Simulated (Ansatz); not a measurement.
# Relaxing h-BP hexagonal flake, H-capped, Sb on P sites (60 atoms), part 2 of 3

How does h-BP hexagonal flake, H-capped, Sb on P sites (60 atoms) relax, and what do bonds, charges and levels look like afterwards?

Ansatz 0.2.0; Kohn-Sham DFT, PBE, PAW (set soft_2), plane waves.

The cell: 15 P, 21 B, 6 Sb and 18 H. No spin–orbit coupling is included.

So far. Step 2 (Single point at the start): The r.m.s. force component of 2.2 eV/Å sets the starting point.

## (3) Relaxation

The atoms are relaxed in the fixed cell, aiming at the force tolerance of the input.

input.yaml

```yaml
crystal:
  lattice:
    - [27.43635, 0.0, 0.0]
    - [0.0, 25.29951, 0.0]
    - [0.0, 0.0, 10.0]
  atoms:
    [... the 60 atom lines of step 2 ...]
magnetization:
  spin_polarized: true
kpoints:
  mp_grid: { grid: [1, 1, 1] }
hamiltonian:
  xc: pbe
scf:
  occupations: { method: fermi_dirac, width: 0.05 }
  lower_state_search: "off"
output:
  forces: true
relax:
  f_tol: 0.05
  max_steps: 76
```

Launch:

```console
$ ansatz run input.yaml --threads 4 --pin off --max-ram 8192MiB --backend cpu --events-out ev --progress --plain --runs-dir out
```

Numbers of over 12 decimals in the logs are rounded to 6 here.

Log:

```text
[...]
Crystal: 60 atoms, lattice volume = 6941.262 Å³
Basis set: ecut = 420 eV, 135723 PW (Γ), exchange–correlation on 384×360×144 points (8 copies of the dense FFT grid, shifted against one another)
Bands: 184, of which v1, the nominal top of the filled ones, is band 123 counted from 1 (122 counted from 0)
Symmetry: 1 space group operations
[...]
k-points: 1
[...]
Starting moments: Σ|m| = 1.2 μB on 2 of 60 sites
[...]
SCF iter   1: F=—  HF=-53807.360597 eV  |F-HF|=—  |Δ(HF+E_count)|=         —  Δρ=1.69e-2 (↑1.69e-2 ↓1.69e-2)  dr2=1.11e2  dr2_m=5.53e-1  M=0.000 μB ∫|m|=0.114 μB  β_m=0.30  ethr=3.10e-3  ⟨swp⟩=7.0  Hψ=1890  notcnv=0  defer=72
[...]
SCF iter  14: F=-53772.608359 eV  HF=-53772.608359 eV  |F-HF|=5.61e-8  |Δ(HF+E_count)|=   3.74e-7  Δρ=9.97e-7 (↑9.32e-7 ↓9.97e-7)  dr2=6.63e-8  dr2_m=5.61e-8  M=-0.000 μB ∫|m|=0.002 μB  ethr=2.70e-10  ⟨swp⟩=1.0  Hψ=840  notcnv=0
[...]
SCF 1 converged in 14 iterations: F = -53772.608359 eV  dr2 = 6.63e-8
[...]
relax step   1: F+E_penalty+E_count = -53772.60835929 eV  Δ(F+E_penalty+E_count) = +0.000e0 eV  max|allowed force component| = 1.055e1 eV/Å  Δτ_max = 0.0000 Å  (14 SCF iters, dr2 threshold 6.25e-5 eV, accepted)
[... from here on, the SCF cycles and remarks between the steps are left out ...]
relax step   2: F+E_penalty+E_count = -53782.53364467 eV  Δ(F+E_penalty+E_count) = -9.925e0 eV  max|allowed force component| = 4.099e0 eV/Å  Δτ_max = 0.1947 Å  (9 SCF iters, dr2 threshold 1.00e-4 eV, accepted)
relax step   3: F+E_penalty+E_count = -53786.81236355 eV  Δ(F+E_penalty+E_count) = -4.279e0 eV  max|allowed force component| = 1.130e0 eV/Å  Δτ_max = 0.1952 Å  (9 SCF iters, dr2 threshold 1.00e-4 eV, accepted)
relax step   4: F+E_penalty+E_count = -53788.34490361 eV  Δ(F+E_penalty+E_count) = -1.533e0 eV  max|allowed force component| = 5.236e-1 eV/Å  Δτ_max = 0.1946 Å  (9 SCF iters, dr2 threshold 9.69e-5 eV, accepted)
relax step   5: F+E_penalty+E_count = -53789.19169491 eV  Δ(F+E_penalty+E_count) = -8.468e-1 eV  max|allowed force component| = 2.306e-1 eV/Å  Δτ_max = 0.1977 Å  (10 SCF iters, dr2 threshold 2.08e-5 eV, accepted)
relax step   6: F+E_penalty+E_count = -53789.53169503 eV  Δ(F+E_penalty+E_count) = -3.400e-1 eV  max|allowed force component| = 2.934e-1 eV/Å  Δτ_max = 0.1948 Å  (11 SCF iters, dr2 threshold 1.03e-5 eV, accepted)
relax step   7: F+E_penalty+E_count = -53789.65414380 eV  Δ(F+E_penalty+E_count) = -1.224e-1 eV  max|allowed force component| = 4.004e-1 eV/Å  Δτ_max = 0.2000 Å  (10 SCF iters, dr2 threshold 1.67e-5 eV, accepted)
relax step   8: F+E_penalty+E_count = -53789.73828056 eV  Δ(F+E_penalty+E_count) = -8.414e-2 eV  max|allowed force component| = 4.459e-1 eV/Å  Δτ_max = 0.1909 Å  (9 SCF iters, dr2 threshold 1.00e-4 eV, accepted)
relax step   9: F+E_penalty+E_count = -53789.81641668 eV  Δ(F+E_penalty+E_count) = -7.814e-2 eV  max|allowed force component| = 3.479e-1 eV/Å  Δτ_max = 0.2000 Å  (9 SCF iters, dr2 threshold 1.00e-4 eV, accepted)
relax step  10: F+E_penalty+E_count = -53789.85877514 eV  Δ(F+E_penalty+E_count) = -4.236e-2 eV  max|allowed force component| = 6.105e-1 eV/Å  Δτ_max = 0.1979 Å  (9 SCF iters, dr2 threshold 7.37e-5 eV, accepted)
relax step  11: F+E_penalty+E_count = -53789.95127671 eV  Δ(F+E_penalty+E_count) = -9.250e-2 eV  max|allowed force component| = 3.866e-1 eV/Å  Δτ_max = 0.2000 Å  (7 SCF iters, dr2 threshold 1.00e-4 eV, accepted)
relax step  12: F+E_penalty+E_count = -53790.01727369 eV  Δ(F+E_penalty+E_count) = -6.600e-2 eV  max|allowed force component| = 1.086e-1 eV/Å  Δτ_max = 0.1951 Å  (8 SCF iters, dr2 threshold 5.99e-5 eV, accepted)
relax step  13: F+E_penalty+E_count = -53790.07798523 eV  Δ(F+E_penalty+E_count) = -6.071e-2 eV  max|allowed force component| = 1.571e-1 eV/Å  Δτ_max = 0.2000 Å  (13 SCF iters, accepted)
relax step  14: F+E_penalty+E_count = -53790.10873968 eV  Δ(F+E_penalty+E_count) = -3.075e-2 eV  max|allowed force component| = 2.476e-1 eV/Å  Δτ_max = 0.1967 Å  (13 SCF iters, accepted)
relax step  15: F+E_penalty+E_count = -53790.11184588 eV  Δ(F+E_penalty+E_count) = -3.106e-3 eV  max|allowed force component| = 2.574e-1 eV/Å  Δτ_max = 0.1945 Å  (8 SCF iters, dr2 threshold 6.13e-5 eV, accepted)
relax step  16: F+E_penalty+E_count = -53790.14929389 eV  Δ(F+E_penalty+E_count) = -3.745e-2 eV  max|allowed force component| = 1.999e-1 eV/Å  Δτ_max = 0.2000 Å  (8 SCF iters, dr2 threshold 6.63e-5 eV, accepted)
relax step  17: F+E_penalty+E_count = -53790.16426026 eV  Δ(F+E_penalty+E_count) = -1.497e-2 eV  max|allowed force component| = 1.105e-1 eV/Å  Δτ_max = 0.1517 Å  (7 SCF iters, dr2 threshold 2.41e-5 eV, accepted)
relax step  18: F+E_penalty+E_count = -53790.17053896 eV  Δ(F+E_penalty+E_count) = -6.279e-3 eV  max|allowed force component| = 1.102e-1 eV/Å  Δτ_max = 0.0776 Å  (8 SCF iters, dr2 threshold 3.73e-6 eV, accepted)
relax step  19: F+E_penalty+E_count = -53790.17376476 eV  Δ(F+E_penalty+E_count) = -3.226e-3 eV  max|allowed force component| = 1.729e-1 eV/Å  Δτ_max = 0.1168 Å  (8 SCF iters, dr2 threshold 3.71e-6 eV, accepted)
relax step  20: F+E_penalty+E_count = -53790.17602747 eV  Δ(F+E_penalty+E_count) = -2.263e-3 eV  max|allowed force component| = 1.003e-1 eV/Å  Δτ_max = 0.0320 Å  (6 SCF iters, dr2 threshold 2.97e-5 eV, accepted)
relax step  21: F+E_penalty+E_count = -53790.17846509 eV  Δ(F+E_penalty+E_count) = -2.438e-3 eV  max|allowed force component| = 1.141e-2 eV/Å  Δτ_max = 0.0402 Å  (6 SCF iters, dr2 threshold 3.38e-6 eV, accepted)
relax step  22: F+E_penalty+E_count = -53790.17846601 eV  Δ(F+E_penalty+E_count) = -9.181e-7 eV  max|allowed force component| = 1.143e-2 eV/Å  Δτ_max = 0.0000 Å  (5 SCF iters, accepted)
SCF converged after 5 iterations
Magnetization: -0.0000 μB (123.0000 up, 123.0000 down)
Absolute magnetization: 0.0000 μB (∫|ρ↑−ρ↓|, with the PAW one-centre terms)
[...]
Per-site moments (μB) at R_I (Å): [(-7.041490365647621e-9, 0.582674), (3.431512927345826e-9, 0.492769), (-3.017432729690384e-9, 0.581894), (4.9843890606380886e-8, 0.494321), (-5.669200743631304e-9, 0.707059), [...]
Free energy (F): -53790.178466 eV
[...]
Internal energy: -53790.178465 eV  (E = F + TS)
E sigma→0 (E₀):  -53790.178465 eV
Entropy (-TS):   -0.000001 eV (-0.000 meV/atom)
Fermi energy:    -3.264481 eV
[...]
--- Forces (eV/Å), atoms counted from 1 ---
  atom   1  P      0.00594347    -0.00093665     0.00455220
  atom   2  B     -0.00691744     0.00126415    -0.00359472
  atom   3  P      0.00022336    -0.00290513    -0.00024690
  atom   4  B      0.01142491     0.00208296     0.00248182
  atom   5  Sb    -0.00280505    -0.00403045     0.00138655
  atom   6  B     -0.00032468     0.00521225     0.00145276
  atom   7  Sb    -0.00694445    -0.00324419     0.00039523
  atom   8  B     -0.00265421    -0.00320341    -0.00444084
  atom   9  Sb     0.00336792    -0.00052627     0.00088379
  atom  10  B     -0.00250857    -0.00466386     0.00264593
  atom  11  P      0.00195116     0.00005854     0.00031464
  atom  12  B      0.00709963     0.00220778    -0.00152519
  atom  13  P     -0.00415067     0.00144868     0.00098391
  atom  14  B     -0.00031310     0.00286388     0.00408725
[...]
atom  59  H      0.00137558     0.00060117    -0.00110614
  atom  60  H      0.00178036    -0.00040054    -0.00134760
  max |Σ_I F_I| component: 3.60e-5 eV/Å
--- Relaxed structure (22 steps of the walk, 22 accepted, 0 SCFs on fresh bases) ---
  F+E_penalty+E_count = -53790.17846601 eV   max|allowed force component| = 1.143e-2 eV/Å
  atoms:
    - { symbol: P, position: [0.251774, 0.445665, 0.473217] }
    - { symbol: B, position: [0.219370, 0.509114, 0.466437] }
    - { symbol: P, position: [0.258979, 0.566768, 0.442984] }
    - { symbol: B, position: [0.313853, 0.298287, 0.507053] }
[...]
- { symbol: H, position: [0.819172, 0.496021, 0.523377] }
```

It took 18 min on 4 threads of Arm Neoverse V2, shared host; peak memory 6.2 GiB.

Relaxation path:

```tsv
step	energy less that of the first step (eV)	largest force component (eV/Å)
1	0.0000	10.5500
2	-9.9253	4.0988
3	-14.2040	1.1296
4	-15.7365	0.5236
5	-16.5833	0.2306
6	-16.9233	0.2934
7	-17.0458	0.4004
8	-17.1299	0.4459
9	-17.2081	0.3479
10	-17.2504	0.6105
11	-17.3429	0.3866
12	-17.4089	0.1086
13	-17.4696	0.1571
14	-17.5004	0.2476
15	-17.5035	0.2574
16	-17.5409	0.1999
17	-17.5559	0.1105
18	-17.5622	0.1102
19	-17.5654	0.1729
20	-17.5677	0.1003
21	-17.5701	0.0114
22	-17.5701	0.0114
```

The atoms that moved most (Å):

```tsv
atom	dx	dy	dz	length
Sb35	0.057	0.008	1.099	1.101
Sb9	-0.391	-0.171	0.965	1.055
Sb7	0.037	-0.324	0.986	1.039
H47	-0.120	-0.307	-0.954	1.009
Sb38	0.116	0.512	0.737	0.905
Sb5	-0.348	-0.611	0.385	0.802
H54	-0.009	0.225	-0.750	0.783
Sb31	-0.058	0.030	-0.754	0.757
```

The relaxation changed the energy by -293 meV/atom, and atoms moved by 0.51 Å r.m.s., 1.1 Å at most.

## (4) Local order after relaxation

Bonds before and after, by the cutoffs listed below:

```tsv
pair	bonds before	bonds after	mean before (Å)	mean after (Å)	spread before (Å)	spread after (Å)
B-H	9	9	1.194	1.196	0.022	0.002
B-P	38	38	1.856	1.854	0.031	0.021
B-Sb	16	16	1.855	2.187	0.033	0.015
H-P	7	7	1.428	1.412	0.034	0.002
H-Sb	2	2	1.416	1.715	0.016	0.001
```

Normalised to the volume that the atoms fill. g(r), total and by pair (bins of 0.2 Å):

```tsv
r (Å)	total	B-B	B-H	B-P	B-Sb	H-H	H-P
1.10	2.07	0.00	9.85	0.00	0.00	0.00	0.00
1.30	0.00	0.00	0.00	0.00	0.00	0.00	0.00
1.50	1.09	0.00	0.00	0.00	0.00	0.00	7.30
1.70	0.21	0.00	0.00	0.00	0.00	0.00	0.00
1.90	3.51	0.00	0.00	20.04	0.00	0.00	0.00
2.10	0.88	0.00	0.00	0.00	12.45	0.00	0.00
2.30	0.31	0.00	0.00	0.00	2.75	1.28	0.00
2.50	0.00	0.00	0.00	0.00	0.00	0.00	0.00
2.70	1.25	0.00	2.79	0.00	0.00	0.92	3.88
2.90	0.29	0.00	0.00	0.00	0.00	1.21	0.00
3.10	0.98	1.55	0.96	0.00	0.00	2.92	0.00
3.30	1.34	6.17	0.27	0.00	0.00	0.33	0.77
3.50	0.91	1.67	0.38	0.28	0.00	0.60	0.36
3.70	0.86	1.19	0.55	2.24	0.32	0.00	0.16
3.90	0.35	0.00	0.00	1.18	1.48	0.00	0.28
4.10	0.10	0.00	0.00	0.22	0.84	0.00	0.00
4.30	0.41	0.00	1.06	0.10	1.01	0.00	0.67
4.50	0.11	0.00	0.07	0.00	0.00	0.00	0.65
4.70	0.09	0.00	0.28	0.00	0.00	0.00	0.10
4.90	0.58	0.00	0.31	2.19	0.00	0.00	0.70
5.10	0.32	0.00	0.23	0.57	1.71	0.00	0.08
5.30	0.37	0.00	0.27	0.85	1.14	0.50	0.23
5.50	0.32	0.59	0.15	0.00	0.45	0.48	0.14
5.70	0.42	1.21	0.19	0.00	0.28	0.54	0.00
5.90	0.29	0.90	0.26	0.00	0.00	0.30	0.31
6.10	0.15	0.07	0.20	0.00	0.00	0.00	0.17
6.30	0.19	0.26	0.27	0.00	0.00	0.17	0.27
6.50	0.26	0.61	0.21	0.09	0.00	0.00	0.30
```

Bonds by pair of elements; cutoffs follow the first minimum of g(r), held within bounds set by covalent radii, and pairs that aren't listed don't count as bonded (cutoffs were set anew for this text, so counts can differ from the run's own analysis):

```tsv
pair A-B	cutoff (Å)	bonds	mean length (Å)	spread (Å)	shortest (Å)	B about A	A about B
B-H	1.44	9	1.20	0.002	1.19	0.429	0.5
B-P	2.27	38	1.85	0.021	1.82	1.81	2.53
B-Sb	2.62	16	2.19	0.015	2.16	0.762	2.67
H-P	1.73	7	1.41	0.002	1.41	0.389	0.467
H-Sb	2.12	2	1.72	0.001	1.71	0.111	0.333
```

How many atoms have how many bonded neighbours:

```tsv
element	mean	1	3
B	3	0	21
H	1	18	0
P	3	0	15
Sb	3	0	6
```

Bond angles (no mean is given where the spread exceeds 20°):

```tsv
angle	count	mean (°)	spread (°)
B-P-B	31	121	2.5
P-B-P	23	120	3.3
P-B-Sb	17	120	2.9
B-Sb-B	14	109	2.9
B-P-H	14	116	1.5
```

By these cutoffs all B atoms have 3, all H atoms have 1, all P atoms have 3 and all Sb atoms have 3 bonded neighbours. The B-P-B angle averages 121° with a spread of 2°.

(Part 2 of 3 ends here.)

[Logs are printed without paths, hosts, clocks, repeated set-up lines and the standing remarks that a program may print on its own settings, such as how far it seeks lower states.]

[Hosts, paths, dates, database ids (printed as entryN), source tags and the programs' standing remarks are cut or masked in the printed files.]
